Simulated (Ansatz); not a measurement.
# SmTl2Ge2: relaxing a made-up structure, part 2 of 2

This structure for SmTl2Ge2 is made up. Its elements were placed in a known structure type with a cell scaled to their sizes. What cell does the guess relax to, and how far off was it?

Ansatz 0.2.0; DFT, PBEsol, plane-wave PAW, default files, scalar-relativistic, ferromagnetic start, cell and ions relaxed at zero pressure (the session's first sound run).

So far: The starting structure; Relaxing cell and atoms. The relaxed cell has a = 4.436, c = 13.122 Å (conventional setting).

In doubt: a part-filled 4f shell, where there is one, can sit in one of many states, so energies may not be the lowest and differences between runs may mislead; derivatives with an open 4f shell can jump between states, which bears on forces and vibrations.

### Step 3. Bands of the relaxed cell

With the geometry fixed, one more self-consistent run, with a narrower smearing and the mesh shown in its input, gives the bands, and its pressure, and its forces where symmetry allows any, show how far the geometry depends on these settings.

This step: DFT, PBEsol, plane-wave PAW, default files, scalar-relativistic, ferromagnetic start, bands and density of states at the relaxed cell (Ansatz 0.2.0).

input.yaml

```yaml
crystal:
  lattice:
    - [-2.2180022964, 2.2180022964, 6.5607759175]
    - [2.2180022964, -2.2180022964, 6.5607759175]
    - [2.2180022964, 2.2180022964, -6.5607759175]
  atoms:
    - { symbol: Tl, position: [0.25, 0.75, 0.5] }
    - { symbol: Tl, position: [0.75, 0.25, 0.5] }
    - { symbol: Sm, position: [0.0, 0.0, 0.0], spin: 5.7 }
    - { symbol: Ge, position: [0.5915503759, 0.5915503759, 0.0] }
    - { symbol: Ge, position: [0.4084496241, 0.4084496241, 0.0] }
magnetization:
  spin_polarized: true
kpoints:
  mp_grid: { grid: [10, 10, 10] }
  band_path:
    path:
      - [[0.0, 0.0, 0.0], [0.0, 0.0, 0.5], [-0.0571457, 0.0571457, 0.5], [-0.27857285, 0.27857285, 0.27857285], [0.0, 0.0, 0.0], [0.5, 0.5, -0.5], [0.27857285, 0.72142715, -0.27857285], [0.0, 0.5, 0.0], [0.25, 0.25, 0.25], [0.5, 0.5, -0.0571457], [0.5, 0.5, -0.5]]
      - [[0.0, 0.0, 0.5], [0.25, 0.25, 0.25]]
    npoints: 7
scf:
  occupations: { method: fermi_dirac, width: 0.03 }
  n_extra_bands: 12
hamiltonian:
  xc: pbesol
  pseudopotentials: { kind: paw }
output:
  forces: true
  stress: true
  write_bands: true
  dos: { projected: true }
  write_density: true
  write_potential: true
  elf: true
  volumetric_format: npy
```

Run with:

```sh
> ansatz run input.yaml --threads 4 --pin off --max-ram 10240MiB --backend cpu --events-out ev --progress --plain --runs-dir out
```

Numbers of over 12 decimals in the logs are rounded to 6 here.

The program printed:

```text
Warning: where this run starts from atoms, the 4f shell of Sm (site 2, from 0) starts with a moment of 5.22 μB, by Hund's first rule and in the place of the 5.70 μB that the deck gives it, the electrons of either spin spread evenly over its orbitals. The first iterations hold it so, then one of them chooses the order of the orbitals in the run's own bands; that SCF has its whole band count from the start. To start from spheres of the given moment, with no order chosen, type scf.initial_density.shell_occupations: []
Sm: projections on atomic orbitals take those of the free atom [Kr 4d10] 4f6 5s2 5p6 5d0 6s2, of charge +0.00 (hamiltonian.pseudopotentials.projection_atoms); the dataset's partial waves leave at most 1.0e-3 of an orbital's norm unspanned inside its sphere
[...]
Crystal: 5 atoms, lattice volume = 129.104 Å³
Basis set: ecut = 420 eV, 2541 PW (Γ), exchange–correlation on 100×100×100 points (8 copies of the dense FFT grid, shifted against one another)
Bands: 47, of which v1, the nominal top of the filled ones, is band 35 counted from 1 (34 counted from 0)
Symmetry: 16 space group operations
[...]
k-points: 102 of 1000
[...]
SCF iter   1: F=—  HF=-39255.597471 eV  |F-HF|=—  |Δ(HF+E_count)|=         —  Δρ=4.18e-2 (↑4.18e-2 ↓1.59e-2)  dr2=7.19e0  dr2_m=4.13e-1  M=5.839 μB ∫|m|=5.916 μB  β_m=0.30  ethr=3.10e-3  ⟨swp⟩=6.0  Hψ=33306  notcnv=0  defer=27
[...]
SCF iter   6: F=—  HF=-39243.819006 eV  |F-HF|=—  |Δ(HF+E_count)|=         —  Δρ=4.37e-3 (↑4.37e-3 ↓3.34e-4)  dr2=3.96e-3  dr2_m=5.61e-3  M=5.896 μB ∫|m|=5.990 μB  β_m=0.89  ethr=8.33e-6  ⟨swp⟩=2.1  Hψ=18491  notcnv=0  defer=744
[...]
iteration 6: the lowest order of the open f orbitals that was found in this iteration's bands is taken; the next order that was found lies 5 meV over it there
SCF iter   7: F=—  HF=-39243.820186 eV  |F-HF|=—  |Δ(HF+E_count)|=         —  Δρ=9.27e-3 (↑9.27e-3 ↓6.12e-4)  dr2=1.39e-1  dr2_m=2.54e-2  M=5.770 μB ∫|m|=5.870 μB  β_m=0.89  ethr=5.65e-6  ⟨swp⟩=2.3  Hψ=18638  notcnv=0  defer=850
[...]
SCF iter  18: F=-39243.817631 eV  HF=-39243.817632 eV  |F-HF|=2.68e-8  |Δ(HF+E_count)|=   9.27e-9  Δρ=4.11e-6 (↑4.11e-6 ↓2.61e-7)  dr2=2.67e-8  dr2_m=5.02e-9  M=5.878 μB ∫|m|=5.974 μB  ethr=1.25e-11  ⟨swp⟩=13.1  Hψ=69404  notcnv=0
SCF 1 converged in 18 iterations: F = -39243.817631 eV  dr2 = 2.67e-8
[...]
NSCF: frozen V_eff on 79 k-points
SCF converged after 18 iterations
Magnetization: 5.8779 μB (37.9390 up, 32.0610 down)
Absolute magnetization: 5.9746 μB (∫|ρ↑−ρ↓|, with the PAW one-centre terms)
[...]
Per-site moments (μB) at R_I (Å): [(-0.000583574, 1.254041), (-0.000583574, 1.254041), (5.740371, 1.385543), (-0.011058, 0.991058), (-0.011058, 0.991058)]
Free energy (F): -39243.817631 eV
[...]
Internal energy: -39243.772023 eV  (E = F + TS)
E sigma→0 (E₀):  -39243.794827 eV
Entropy (-TS):   -0.045609 eV (-9.122 meV/atom)
Fermi energy:    10.770222 eV
[...]
--- Forces (eV/Å), atoms counted from 1 ---
  atom   1  Tl    -0.00000000    -0.00000000     0.00000000
  atom   2  Tl     0.00000000    -0.00000000     0.00000000
  atom   3  Sm     0.00000000     0.00000000    -0.00000000
  atom   4  Ge     0.00000000    -0.00000000     0.01235073
  atom   5  Ge     0.00000000     0.00000000    -0.01235073
  max |Σ_I F_I| component: 3.82e-17 eV/Å
--- Stress (GPa, compression-positive) ---
        0.026669       0.000000      -0.000000
        0.000000       0.026669      -0.000000
        0.000000      -0.000000      -0.166678
  P = ⅓ Tr σ = -0.0378 GPa (-0.378 kbar)
--- Band table (eV; the first three rows and the last of 204) ---
  k-point 0 ↑: bands = [... 31 lower, 9.9022, 10.4871, 10.5749, 10.5866, 10.6542, 10.6542, 10.7521, 11.0391, ... 8 higher]
  k-point 1 ↑: bands = [... 31 lower, 10.4843, 10.4884, 10.5383, 10.5952, 10.6370, 10.6841, 10.7679, 10.7814, ... 8 higher]
  k-point 2 ↑: bands = [... 31 lower, 10.4685, 10.5370, 10.5952, 10.6099, 10.6832, 10.7053, 10.7375, 11.3954, ... 8 higher]
  k-point 101 ↓: bands = [... 31 lower, 11.5647, 11.5647, 11.7664, 12.1300, 12.5399, 12.5399, 13.3341, 14.1298, ... 8 higher]
```

The job ended after 92 s (4 threads of Intel Xeon Platinum 8259CL at 2.50GHz (Skylake/Cascade Lake), shared host; peak memory 1.2 GiB; 5.6 min of CPU time).

In the SCF lines HF is the Harris–Foulkes energy and dr2 the Hartree energy of the density residual, in eV; the loop may stop once dr2 is under the threshold and the program's other checks hold. Hψ counts applications of the Hamiltonian.

This step gave:

```yaml
free_energy: -39243.8176 eV
energy_at_zero_smearing: -39243.7948 eV
smearing_term_ts: 0.04561 eV
fermi_energy: 10.77 eV
magnetization: 5.878 μB
absolute_magnetization: 5.975 μB
site_moments: -5.84e-4, -5.84e-4, 5.740, -0.01106, -0.01106 μB
pressure: -0.03778 GPa
```

bands.tsv at the labelled points (eV, zero at the Fermi level; the bands that come nearest the Fermi level along the path):

| point | band_35_up | band_36_up | band_37_up | band_38_up | band_39_up | band_30_dn | band_31_dn | band_32_dn |
| --- | --- | --- | --- | --- | --- | --- | --- | --- |
| Γ | -0.12 | -0.12 | -0.02 | 0.27 | 0.27 | -0.50 | -0.50 | 0.22 |
| X | -0.19 | -0.11 | -0.07 | 0.00 | 0.02 | -2.28 | -1.30 | -0.49 |
| Y | -0.20 | -0.11 | -0.07 | 0.00 | 0.02 | -2.22 | -1.24 | -0.49 |
| S | -0.07 | -0.04 | 0.00 | 0.22 | 0.76 | -0.71 | -0.14 | 0.91 |
| Γ | -0.12 | -0.12 | -0.02 | 0.27 | 0.27 | -0.50 | -0.50 | 0.22 |
| Z | -0.11 | -0.11 | -0.10 | 0.57 | 0.57 | -1.84 | 0.79 | 0.79 |
| S1 | -0.07 | -0.04 | 0.00 | 0.22 | 0.76 | -0.71 | -0.14 | 0.91 |
| N | -0.04 | -0.03 | 0.02 | 0.84 | 0.93 | -1.57 | 0.66 | 0.94 |
| P | -0.13 | -0.13 | -0.13 | 0.00 | 0.20 | -2.57 | -1.60 | 0.24 |
| Y1 | -0.20 | -0.11 | -0.07 | 0.00 | 0.02 | -2.22 | -1.24 | -0.49 |
| Z | -0.11 | -0.11 | -0.10 | 0.57 | 0.57 | -1.84 | 0.79 | 0.79 |
| X | -0.19 | -0.11 | -0.07 | 0.00 | 0.02 | -2.28 | -1.30 | -0.49 |
| P | -0.13 | -0.13 | -0.13 | 0.00 | 0.20 | -2.57 | -1.60 | 0.24 |

States per cell as run, both spins, in windows of 1 eV, from dos.tsv (zero at the Fermi level):

```
from  to  total
  -8  -7   0.85
  -7  -6   1.32
  -6  -5   1.60
  -5  -4   0.83
  -4  -3   0.88
  -3  -2   2.66
  -2  -1   2.74
  -1   0   8.20
   0   1   3.45
   1   2   2.60
   2   3   3.38
```

Below -8 eV lie 51.2 more states.

Site moment by atom:

| atom | site moment (μB) |
| --- | --- |
| Tl1 | 0.00 |
| Tl2 | 0.00 |
| Sm3 | 5.74 |
| Ge4 | -0.01 |
| Ge5 | -0.01 |

Spin density in the ab plane of the cell as run, not the conventional one, at fractional z = 0.000, with atoms of Sm and Ge within 0.2 Å of it.

Values in units of 1e0 e/Å³, 11 rows by 16 columns, each cell a mean:
```
5.8 3.4 0.4 0.0 0.0 0.0 0.0 0.0 0.0 0.0 0.0 0.0 0.0 0.0 0.1 1.8
0.2 0.5 0.2 0.0 0.0 0.0 0.0 0.0 0.0 0.0 0.0 0.0 0.0 0.0 0.0 0.0
0.0 0.0 0.0 0.0 0.0 0.0 0.0 0.0 0.0 0.0 0.0 0.0 0.0 0.0 0.0 0.0
0.0 0.0 0.0 0.0 0.0 0.0 0.0 0.0 0.0 0.0 0.0 0.0 0.0 0.0 0.0 0.0
0.0 0.0 0.0 0.0 0.0 0.0 0.0 0.0 0.0 0.0 0.0 0.0 0.0 0.0 0.0 0.0
0.0 0.0 0.0 0.0 0.0 0.0 0.0 0.0 0.0 0.0 0.0 0.0 0.0 0.0 0.0 0.0
0.0 0.0 0.0 0.0 0.0 0.0 0.0 0.0 0.0 0.0 0.0 0.0 0.0 0.0 0.0 0.0
0.0 0.0 0.0 0.0 0.0 0.0 0.0 0.0 0.0 0.0 0.0 0.0 0.0 0.0 0.0 0.0
0.0 0.0 0.0 0.0 0.0 0.0 0.0 0.0 0.0 0.0 0.0 0.0 0.0 0.0 0.0 0.0
0.3 0.0 0.0 0.0 0.0 0.0 0.0 0.0 0.0 0.0 0.0 0.0 0.0 0.1 0.7 1.2
6.6 1.2 0.1 0.0 0.0 0.0 0.0 0.0 0.0 0.0 0.0 0.0 0.0 0.1 1.4 6.9
```
Columns run along a (7.3 Å), rows up along b (7.3 Å). Atoms in or near the plane, at fractional coordinates: Sm at (0.00, 0.00), Ge at (0.59, 0.59), Ge at (0.41, 0.41).

Electrostatic potential energy in the ab plane of the cell as run, not the conventional one, at fractional z = 0.000, with atoms of Sm and Ge within 0.2 Å of it. With pseudopotentials it is smooth inside the atoms' cores, unlike the true potential.

Ten even steps from '0' (-36 eV) to '9' (13 eV), each cell a mean:
```
00158999999999999730
10147999999999999873
53357999999999999987
87678999999999999999
99888999877899999999
99999999753479999999
99999999842136999999
99999889852003799999
99998766874101489999
99998533477422379999
99999621147754579999
99999741014888789999
99999963113699999999
99999996423689999999
99999999765789999999
99999999998899988778
78999999999999987545
47899999999999986311
03789999999999997300
00479999999999998510
```
Columns run along a (7.3 Å; values clipped at the 3rd and 97th percentile), rows up along b (7.3 Å). Atoms in or near the plane, at fractional coordinates: Sm at (0.00, 0.00), Ge at (0.59, 0.59), Ge at (0.41, 0.41).

Valence density in the ab plane of the cell as run, not the conventional one, at fractional z = 0.000, with atoms of Sm and Ge within 0.2 Å of it. It is the smooth field of the valence electrons, not physical close to the nuclei.

Values in e/Å³, 11 rows by 16 columns, each cell a mean:
```
 7  5  2  0  0  0  0  0  0  0  0  0  0  0  1  3
 1  2  1  0  0  0  0  0  0  0  0  0  0  0  0  0
 0  0  0  0  0  0  0  0  0  0  0  0  0  0  0  0
 0  0  0  0  0  0  0  1  6  9  1  0  0  0  0  0
 0  0  0  0  0  0  0  1  4 29 16  1  0  0  0  0
 0  0  0  0  1  5  9  2  1  2  4  1  0  0  0  0
 0  0  0  0  0  4 28 18  2  0  0  0  0  0  0  0
 0  0  0  0  0  0  1  4  2  0  0  0  0  0  0  0
 0  0  0  0  0  0  0  0  0  0  0  0  0  0  0  0
 1  0  0  0  0  0  0  0  0  0  0  0  0  1  2  3
 8  3  0  0  0  0  0  0  0  0  0  0  0  1  3  8
```
Columns run along a (7.3 Å), rows up along b (7.3 Å). Atoms in or near the plane, at fractional coordinates: Sm at (0.00, 0.00), Ge at (0.59, 0.59), Ge at (0.41, 0.41).

### Step 4. Summary of results

* space group, relaxed: I4/mmm
* conventional cell: a = 4.436, b = 4.436, c = 13.122 Å; α = 90.0°, β = 90.0°, γ = 90.0°
* volume per atom: 25.82 Å³ (guess 23.22)
* total moment: 5.92 μB in the cell of 5 atoms

SmTl2Ge2 relaxes to I4/mmm with a = 4.436, b = 4.436 and c = 13.122 Å. The guessed volume was 10 % too small. The space group I4/mmm was held in the relaxation, so the end point is a stationary structure within it and may be a saddle against distortions or other arrangements. The input starts from parallel moments, and no other start was typed. The f shell may be open and has no Hubbard U, so its place in energy and the volume are uncertain. The electronic state may lie above the lowest one. Bands cross the Fermi level, so it is a metal or semimetal at this level. On the 10×10×10 mesh with the narrower smearing (relaxed on 8×8×8) the largest force component is 0.012 eV/Å and the largest stress component is 0.167 GPa, against the relaxation's thresholds of 0.015 eV/Å and 0.05 GPa. The cutoff wasn't tested. A vector of the cell changed its length by 10 %, more than the volume shows. Spin-orbit coupling is left out, which can matter for elements this heavy. No dispersion term is used, so weakly bound directions may come out too long. Nothing here tests whether the compound is stable against decomposition.

[Logs are printed without paths, hosts, clocks, repeated set-up lines and the standing remarks that a program may print on its own settings, such as how far it seeks lower states.]

[Hosts, paths, dates, database ids (printed as entryN), source tags and the programs' standing remarks are cut or masked in the printed files.]
